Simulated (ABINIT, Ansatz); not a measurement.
## Ga2O3 (C2/m): one start, several treatments of the self-energy

How much does the gap of Ga2O3 (C2/m) depend on the approximation to the self-energy?

Calculated with ABINIT 10.8.3; PBE and many-body steps on it, plane waves.

**What was measured.**

- Gap 5.01 eV: direct optical gap from Tauc plot, as-grown; optical transmittance, Tauc extrapolation; film (RF-sputtered film deposited at room temperature, 120 nm, not annealed, poorer crystallinity) on 4H-SiC (“Influence of Annealing Atmosphere on the Characteristics of Ga2O3/4H-SiC n-n Heterojunction Diodes”, 2020, pmc:7013600).

- Gap 4.85 eV: band gap from O 1s peak to onset of inelastic energy loss; XPS O 1s energy loss onset; film (pristine epitaxial beta-Ga2O3 (010) substrate) (“Band alignment of grafted monocrystalline Si (001)/beta-Ga2O3 (010) p-n heterojunction determined by X-ray photoelectron spectroscopy”, 2023, arxiv:2312.00771).

- Gap 4.5 eV: optical absorption edge from ellipsometry; spectroscopic ellipsometry; film (oxidised 75 nm GaSe layer, annealed at 800 C in oxygen) on Al2O3 (“Thin Ga2O3 Layers by Thermal Oxidation of van der Waals GaSe Nanostructures for Ultraviolet Photon Sensing”, 2024, pmc:11320379).

- Gap 4.88 eV: optical direct gap from Tauc plot; optical transmission, Tauc plot; film (as-deposited 50 nm PLD film, (-201) oriented) on c-plane sapphire (“beta-phase (AlxGa1-x)2O3 thin film with Al composition more than 70%”, 2020, arxiv:2005.05799).

- Gap 4.88 eV: gap from onset of inelastic loss at Ga 2p3/2; XPS energy loss onset; film (“Metalorganic Chemical Vapor Deposition of beta-(AlxGa1-x)2O3 thin films on (001) beta-Ga2O3 substrates”, 2023, arxiv:2301.10897).

This is a selection; 9 further reports are not listed.

### Step 1. The structure

The structure is monoclinic, space group C2/m (No. 12). Conventional cell: a = 12.214 Å, b = 3.037 Å, c = 5.798 Å, α = 90.00°, β = 103.83°, γ = 90.00°. Nearest to Ga lie 4 O at 1.83 to 1.86 Å. Nearest to Ga lie 6 O at 1.94 to 2.07 Å. O has 3 Ga at 1.83 to 1.94 Å nearest. Nearest to O lie 4 Ga at 1.86 to 2.07 Å. O has 3 Ga at 1.83 to 1.94 Å nearest. Farther neighbours and most contacts between anions are not listed.

The cell and positions come from the Crystallography Open Database and are kept as given unless a step says otherwise.

### Step 2. Empty states on the mesh, 4×4×2 mesh, 325 bands

This step: ABINIT 10.8.3; DFT, PBE, plane waves, norm-conserving pseudopotentials.

The sums over transitions need many empty states on a uniform mesh; this step solves for them.

run.abi

```
acell 3*1.0 Angstrom
rprim 
  6.107000000000 -1.518550000000 0.000000000000
  6.107000000000 1.518550000000 0.000000000000
  -1.385988895900 0.000000000000 5.630008738000
ntypat 2
znucl 31 8
natom 10
typat 1 1 1 1 2 2 2 2 2 2
xred 
  0.090500000000 0.090500000000 0.794600000000
  0.909500000000 0.909500000000 0.205400000000
  0.658660000000 0.658660000000 0.314020000000
  0.341340000000 0.341340000000 0.685980000000
  0.164500000000 0.164500000000 0.109800000000
  0.835500000000 0.835500000000 0.890200000000
  0.173300000000 0.173300000000 0.563200000000
  0.826700000000 0.826700000000 0.436800000000
  0.495900000000 0.495900000000 0.256600000000
  0.504100000000 0.504100000000 0.743400000000
pp_dirpath "pseudos"
pseudos "Ga.upf, O.upf"
ecut 45
ngkpt 4 4 2
nshiftk 1
shiftk 0 0 0
kptopt 1
chksymbreak 0
iscf -2
irdden 1
istwfk *1
nband 325
nbdbuf 28
tolwfr 1e-09
nstep 60
prtvol 0
indata_prefix "in"
outdata_prefix "out"
tmpdata_prefix "tmp"
```

Started as:

```console
$ OMP_NUM_THREADS=1 mpirun -n 16 abinit run.abi > log
```

Numbers of over 12 decimals in the logs are rounded to 6 here.

The program printed:

```text
.Version 10.8.3 of ABINIT. v10.8.2 released Aug 2026.

 Symmetries : space group C2/m (# 12); Bravais mC (1-face-center monocl.)
[... echo of the input left out ...]
== DATASET  1 ==================================================================
-   mpi_nproc: 16, omp_nthreads: 1 (-1 if OMP is not activated)
-    --> not optimal distribution: autoparal keyword recommended in input file <--

--- !DatasetInfo
iteration_state: {dtset: 1, }
dimensions: {natom: 10, nkpt: 14, mband: 325, nsppol: 1, nspinor: 1, nspden: 1, mpw: 10196, }
[...]
3.62405    3.63160    3.64876    3.67827    3.68071    3.68552    3.70481    3.71121
   3.71475    3.74046    3.74829    3.75452    3.75504    3.76005    3.76758    3.78910
   3.80240    3.80835    3.81947    3.83233    3.85243
 prteigrs : prtvol=0 or 1, do not print more k-points.

== END DATASET(S) ==============================================================
================================================================================

 -outvars: echo values of variables after computation  --------
            nband         325
             nkpt          14
          spgroup          12
 [... the other variables as echoed above ...]

 Calculation completed.
```

The job ended after 6.8 min (16 MPI ranks of Arm Neoverse N1, shared host; peak memory 2.4 GiB).

Numbers from this step:

| Quantity | Value |
| --- | --- |
| gap | 2.462 eV |
| k of the valence top | 0.5, 0.5, 0.5 |
| k of the conduction bottom | 0, 0, 0 |
| least direct gap | 2.480 eV |
| k points computed | 14 |
| lowest point of the top converged band, above the valence top | 91.3018 eV |

On this mesh the gap is 2.462 eV.

The density comes from a self-consistent run that is not shown.

### Step 3. Screening, 4×4×2 mesh, 156 bands, screening to 114.3 eV

The RPA dielectric matrix is built and inverted for each q.

This step: RPA screening on PBE, plane waves, norm-conserving pseudopotentials.

run.abi, as its differences from that of step 2:

```diff
@@ -28,10 +28,11 @@
 chksymbreak 0
-iscf -2
-irdden 1
 istwfk *1
-nband 325
-nbdbuf 28
-tolwfr 1e-09
-nstep 60
-prtvol 0
+occopt 1
+irdwfk 1
+optdriver 3
+nband 156
+ecuteps 4.2
+inclvkb 2
+awtr 1
+symchi 1
 indata_prefix "in"
```

The program printed:

```text
.Version 10.8.3 of ABINIT. v10.8.2 released Aug 2026.

 Symmetries : space group C2/m (# 12); Bravais mC (1-face-center monocl.)
[... echo of the input left out ...]
== DATASET  1 ==================================================================
-   mpi_nproc: 16, omp_nthreads: 1 (-1 if OMP is not activated)

--- !DatasetInfo
iteration_state: {dtset: 1, }
dimensions: {natom: 10, nkpt: 14, mband: 156, nsppol: 1, nspinor: 1, nspden: 1, mpw: 10196, }
cutoff_energies: {ecut:  45.0, pawecutdg:  -1.0, }
electrons: {nelect:   1.20000000E+02, charge:   0.00000000E+00, occopt:   1.00000000E+00, tsmear:   1.00000000E-02, }

 SCREENING: Calculation of the susceptibility and dielectric matrices

 Based on a program developped by R.W. Godby, V. Olevano, G. Onida, and L. Reining.
 Incorporated in ABINIT by V. Olevano, G.-M. Rignanese, and M. Torrent.
.Using double precision arithmetic ; gwpc =  8

[... cell and pseudopotentials left out ...]
--------------------------------------------------------------------------------

 ==== K-mesh for the wavefunctions ====
 Number of points in the irreducible wedge :    14
[... list of points left out ...]
 Together with  4 symmetry operations and time-reversal symmetry
 yields    32 points in the full Brillouin Zone.

 ==== Q-mesh for the screening function ====
 Number of points in the irreducible wedge :    14
[... list of points left out ...]
 Together with  4 symmetry operations and time-reversal symmetry
 yields    32 points in the full Brillouin Zone.

 setmesh: FFT mesh size selected  =    45x   45x   45
          total number of points  =        91125

 vcoul_init : cutoff-mode = AUXILIARY_FUNCTION
 q-points for optical limit:   1
     1)      0.000010    0.000020    0.000030

- screening: taking advantage of time-reversal symmetry
- Maximum band index for partially occupied states nbvw = 60
- Remaining bands to be divided among processors   nbcw = 96
- Number of bands treated by each node ~6

 Number of electrons calculated from density =  120.0000; Expected =  120.0000
 average of density, n =  0.170290
 r_s =    1.1192
 omega_plasma =   39.8061 [eV]

 calculating chi0 at frequencies [eV] :
  1    0.000000E+00    0.000000E+00
  2    0.000000E+00    3.980612E+01

--------------------------------------------------------------------------------
  q-point number  1        q = ( 0.000000, 0.000000, 0.000000) [r.l.u.]
--------------------------------------------------------------------------------
[... chi0 elements left out ...]
 For q-point:  0.000010 0.000020 0.000030
  dielectric constant =   4.1141
  dielectric constant without local fields =   4.3236

  Average fulfillment of the sum rule on Im[epsilon] for q-point    1 :     29.37  [%]
[... wings left out ...]
  q-point number  2        q = ( 0.250000, 0.000000, 0.000000) [r.l.u.]
--------------------------------------------------------------------------------
[... chi0 elements left out ...]
  Average fulfillment of the sum rule on Im[epsilon] for q-point    2 :     32.23  [%]

 [... 12 further q-points ...]
```

Run time: 12 min. Hardware: 16 MPI ranks; peak memory 26 GiB.

This step gave:

```yaml
eps_infinity_with_local_fields_on_this_mesh_along_the_program_s_q_direction: 4.114
the_same_without_local_fields: 4.324
plasma_frequency: 39.81 eV
plane_waves_in_the_screening_matrix: 295
```

Local fields lower ε∞ by 5 %. On a Γ-centred mesh this coarse the value itself is usually too large, while a short band sum pulls it down.

### Step 4. G0W0, Godby-Needs plasmon pole

The self-energy is evaluated for the states that the input lists, and the levels follow from it, in one-shot runs by the linearised quasiparticle equation.

This step: G0W0 on PBE, plane waves, norm-conserving pseudopotentials.

run.abi, as its differences from that of step 3:

```diff
@@ -31,8 +31,17 @@
 irdwfk 1
-optdriver 3
+optdriver 4
 nband 156
+gwcalctyp 0
+ecutsigx 45
+symsigma 1
+nkptgw 2
+kptgw 
+  0.5000000000 0.5000000000 0.5000000000
+  0.0000000000 0.0000000000 0.0000000000
+bdgw 
+  59 62
+  59 62
 ecuteps 4.2
-inclvkb 2
-awtr 1
-symchi 1
+irdscr 1
+ppmodel 1
 indata_prefix "in"
```

The program printed:

```text
.Version 10.8.3 of ABINIT. v10.8.2 released Aug 2026.

 Symmetries : space group C2/m (# 12); Bravais mC (1-face-center monocl.)
[... echo of the input left out ...]
== DATASET  1 ==================================================================
-   mpi_nproc: 16, omp_nthreads: 1 (-1 if OMP is not activated)

--- !DatasetInfo
iteration_state: {dtset: 1, }
dimensions: {natom: 10, nkpt: 14, mband: 156, nsppol: 1, nspinor: 1, nspden: 1, mpw: 10196, }
cutoff_energies: {ecut:  45.0, pawecutdg:  -1.0, }
electrons: {nelect:   1.20000000E+02, charge:   0.00000000E+00, occopt:   1.00000000E+00, tsmear:   1.00000000E-02, }

 SIGMA: Calculation of the GW corrections

 Based on a program developped by R.W. Godby, V. Olevano, G. Onida, and L. Reining.
 Incorporated in ABINIT by V. Olevano, G.-M. Rignanese, and M. Torrent.
.Using double precision arithmetic ; gwpc =  8

[... cell and pseudopotentials left out ...]
--------------------------------------------------------------------------------

 ==== K-mesh for the wavefunctions ====
 Number of points in the irreducible wedge :    14
[... list of points left out ...]
 Together with  4 symmetry operations and time-reversal symmetry
 yields    32 points in the full Brillouin Zone.

 ==== Q-mesh for screening function ====
 Number of points in the irreducible wedge :    14
[... list of points left out ...]
 Together with  4 symmetry operations and time-reversal symmetry
 yields    32 points in the full Brillouin Zone.

 vcoul_init : cutoff-mode = AUXILIARY_FUNCTION
 q-points for optical limit:   1
     1)      0.000010    0.000020    0.000030
 setmesh: FFT mesh size selected  =    72x   72x   72
          total number of points  =       373248

 Number of electrons calculated from density =  120.0000; Expected =  120.0000
 average of density, n =  0.170290
 r_s =    1.1192
 omega_plasma =   39.8061 [eV]

 === KS Band Gaps ===
  >>>> For spin  1
   Minimum direct gap =   2.4801 [eV], located at k-point      :   0.0000  0.0000  0.0000
   Fundamental gap    =   2.4620 [eV], Top of valence bands at :   0.5000  0.5000  0.5000
                                       Bottom of conduction at :   0.0000  0.0000  0.0000
 SIGMA fundamental parameters:
 PLASMON POLE MODEL  1
 number of plane-waves for SigmaX                10161
 number of plane-waves for SigmaC and W            295
 number of plane-waves for wavefunctions         10161
 number of bands                                   156
 number of independent spin polarizations            1
 number of spinorial components                      1
 number of k-points in IBZ                          14
 number of q-points in IBZ                          14
 number of symmetry operations                       4
 number of k-points in BZ                           32
 number of q-points in BZ                           32
 number of frequencies for dSigma/dE                 9
 frequency step for dSigma/dE [eV]                0.25
 number of omega for Sigma on real axis              0
 max omega for Sigma on real axis  [eV]           0.00
 zcut for avoiding poles [eV]                     0.10

 EPSILON^-1 parameters (SCR file):
 dimension of the eps^-1 matrix on file            295
 dimension of the eps^-1 matrix used               295
 number of plane-waves for wavefunctions         10161
 number of bands                                   156
 number of q-points in IBZ                          14
 number of frequencies                               2
 number of real frequencies                          1
 number of imag frequencies                          1

 matrix elements of self-energy operator (all in [eV])

 Perturbative Calculation

--- !SelfEnergy_ee
iteration_state: {dtset: 1, }
kpoint     : [   0.500,    0.500,    0.500, ]
spin       : 1
KS_gap     :    5.235
QP_gap     :    7.339
Delta_QP_KS:    2.104
data: !SigmaeeData |
     Band     E0 <VxcDFT>   SigX SigC(E0)      Z dSigC/dE  Sig(E)    E-E0       E
       59   4.568 -20.571 -26.474   5.117   0.796  -0.257 -21.197  -0.625   3.943
       60   5.156 -20.427 -26.459   5.280   0.793  -0.261 -21.023  -0.596   4.559
       61  10.390 -16.867 -11.909  -3.150   0.834  -0.199 -15.360   1.507  11.898
       62  10.522 -16.255 -11.224  -3.256   0.833  -0.201 -14.777   1.478  12.000

--- !SelfEnergy_ee
iteration_state: {dtset: 1, }
kpoint     : [   0.000,    0.000,    0.000, ]
spin       : 1
KS_gap     :    2.480
QP_gap     :    4.056
Delta_QP_KS:    1.576
data: !SigmaeeData |
     Band     E0 <VxcDFT>   SigX SigC(E0)      Z dSigC/dE  Sig(E)    E-E0       E
       59   4.876 -20.620 -26.337   5.003   0.795  -0.257 -21.188  -0.568   4.308
       60   5.138 -20.974 -26.969   5.255   0.795  -0.258 -21.562  -0.588   4.549
       61   7.618 -15.106 -10.903  -3.034   0.844  -0.184 -14.119   0.988   8.605
       62  10.904 -15.896 -10.510  -3.520   0.837  -0.195 -14.336   1.560  12.465

== END DATASET(S) ==============================================================
================================================================================

 -outvars: echo values of variables after computation  --------
           etotal      0.0000000000E+00
            nband         156
             nkpt          14
          spgroup          12
 [... the other variables as echoed above ...]

 Calculation completed.
```

It took 23 s on 16 MPI ranks; peak memory 9.8 GiB.

Numbers from this step:

* G0W0 gap on the points computed: 4.046 eV
* starting gap on the mesh: 2.462 eV
* k of the valence top: 0.5, 0.5, 0.5
* k of the conduction bottom: 0, 0, 0
* Z at the valence top: 0.793
* Z at the conduction bottom: 0.844
* least direct G0W0 gap on the computed points: 4.056 eV

The gap on the mesh goes from 2.46 eV to 4.05 eV, a correction of +1.58 eV.

### Step 5. G0W0, von der Linden-Horsch plasmon pole

run.abi, as its differences from that of step 4:

```diff
@@ -45,3 +45,3 @@
 irdscr 1
-ppmodel 1
+ppmodel 3
 indata_prefix "in"
```

The program printed:

```text
.Version 10.8.3 of ABINIT. v10.8.2 released Aug 2026.

 Symmetries : space group C2/m (# 12); Bravais mC (1-face-center monocl.)
[... echo of the input left out ...]
== DATASET  1 ==================================================================
-   mpi_nproc: 16, omp_nthreads: 1 (-1 if OMP is not activated)

--- !DatasetInfo
iteration_state: {dtset: 1, }
dimensions: {natom: 10, nkpt: 14, mband: 156, nsppol: 1, nspinor: 1, nspden: 1, mpw: 10196, }
cutoff_energies: {ecut:  45.0, pawecutdg:  -1.0, }
electrons: {nelect:   1.20000000E+02, charge:   0.00000000E+00, occopt:   1.00000000E+00, tsmear:   1.00000000E-02, }

 SIGMA: Calculation of the GW corrections

 Based on a program developped by R.W. Godby, V. Olevano, G. Onida, and L. Reining.
 Incorporated in ABINIT by V. Olevano, G.-M. Rignanese, and M. Torrent.
.Using double precision arithmetic ; gwpc =  8

[... cell and pseudopotentials left out ...]
--------------------------------------------------------------------------------

 ==== K-mesh for the wavefunctions ====
 Number of points in the irreducible wedge :    14
[... list of points left out ...]
 Together with  4 symmetry operations and time-reversal symmetry
 yields    32 points in the full Brillouin Zone.

 ==== Q-mesh for screening function ====
 Number of points in the irreducible wedge :    14
[... list of points left out ...]
 Together with  4 symmetry operations and time-reversal symmetry
 yields    32 points in the full Brillouin Zone.

 vcoul_init : cutoff-mode = AUXILIARY_FUNCTION
 q-points for optical limit:   1
     1)      0.000010    0.000020    0.000030
 setmesh: FFT mesh size selected  =    72x   72x   72
          total number of points  =       373248

 Number of electrons calculated from density =  120.0000; Expected =  120.0000
[...]
number of omega for Sigma on real axis              0
 max omega for Sigma on real axis  [eV]           0.00
 zcut for avoiding poles [eV]                     0.10

 EPSILON^-1 parameters (SCR file):
 dimension of the eps^-1 matrix on file            295
 dimension of the eps^-1 matrix used               295
 number of plane-waves for wavefunctions         10161
 number of bands                                   156
 number of q-points in IBZ                          14
 number of frequencies                               2
 number of real frequencies                          1
 number of imag frequencies                          1

 matrix elements of self-energy operator (all in [eV])

 Perturbative Calculation

--- !SelfEnergy_ee
iteration_state: {dtset: 1, }
kpoint     : [   0.500,    0.500,    0.500, ]
spin       : 1
KS_gap     :    5.235
QP_gap     :    7.467
Delta_QP_KS:    2.233
data: !SigmaeeData |
     Band     E0 <VxcDFT>   SigX SigC(E0)      Z dSigC/dE  Sig(E)    E-E0       E
       59   4.568 -20.571 -26.474   4.993   0.867  -0.154 -21.360  -0.789   3.780
       60   5.156 -20.427 -26.459   5.167   0.865  -0.156 -21.176  -0.748   4.407
       61  10.390 -16.867 -11.909  -3.298   0.894  -0.118 -15.383   1.484  11.875
[...]
--- !SelfEnergy_ee
iteration_state: {dtset: 1, }
kpoint     : [   0.000,    0.000,    0.000, ]
spin       : 1
KS_gap     :    2.480
QP_gap     :    4.029
Delta_QP_KS:    1.549
data: !SigmaeeData |
     Band     E0 <VxcDFT>   SigX SigC(E0)      Z dSigC/dE  Sig(E)    E-E0       E
[...]
61   7.618 -15.106 -10.903  -3.290   0.902  -0.109 -14.282   0.824   8.442
       62  10.904 -15.896 -10.510  -3.690   0.898  -0.113 -14.373   1.524  12.428

== END DATASET(S) ==============================================================
================================================================================

 -outvars: echo values of variables after computation  --------
           etotal      0.0000000000E+00
            nband         156
             nkpt          14
          spgroup          12
 [... the other variables as echoed above ...]

 Calculation completed.
```

Elapsed: 26 s, on 16 MPI ranks; peak memory 9.3 GiB.

Numbers from this step:

```yaml
g0w0_gap_on_the_points_computed: 4.029 eV
starting_gap_on_the_mesh: 2.462 eV
k_of_the_valence_top: 0, 0, 0
k_of_the_conduction_bottom: 0, 0, 0
z_at_the_valence_top: 0.866
z_at_the_conduction_bottom: 0.902
least_direct_g0w0_gap_on_the_computed_points: 4.029 eV
```

Against G0W0 in ABINIT (4×4×2 mesh, 156 bands, screening to 114.3 eV, Godby-Needs plasmon pole), the gap moves by −0.017 eV.

[end of part 1 of 2]

[Paths, hosts, dates, memory and timing lines, banners, echoed tables and standing remarks are left out of the program output.]

[Logs are printed without paths, hosts, clocks, repeated set-up lines and the standing remarks that a program may print on its own settings, such as how far it seeks lower states.]

[Runs of the session that timed out or met a known fault of the program may be left out.]

[No measured gap is set beside runs whose start may be inverted or whose files or cutoffs have a known fault.]

[Hosts, paths, dates, database ids (printed as entryN), source tags and the programs' standing remarks are cut or masked in the printed files.]

[G0W0 gaps are taken among the corrected bands and points alone; a level outside them can change the order at an edge.]

[Where Ansatz stands beside ABINIT at settings called matched, ABINIT's density can come from a denser mesh and the files from another edition; pairs whose starting gaps differed by over 0.03 eV were left out, so agreement reads better than it is.]
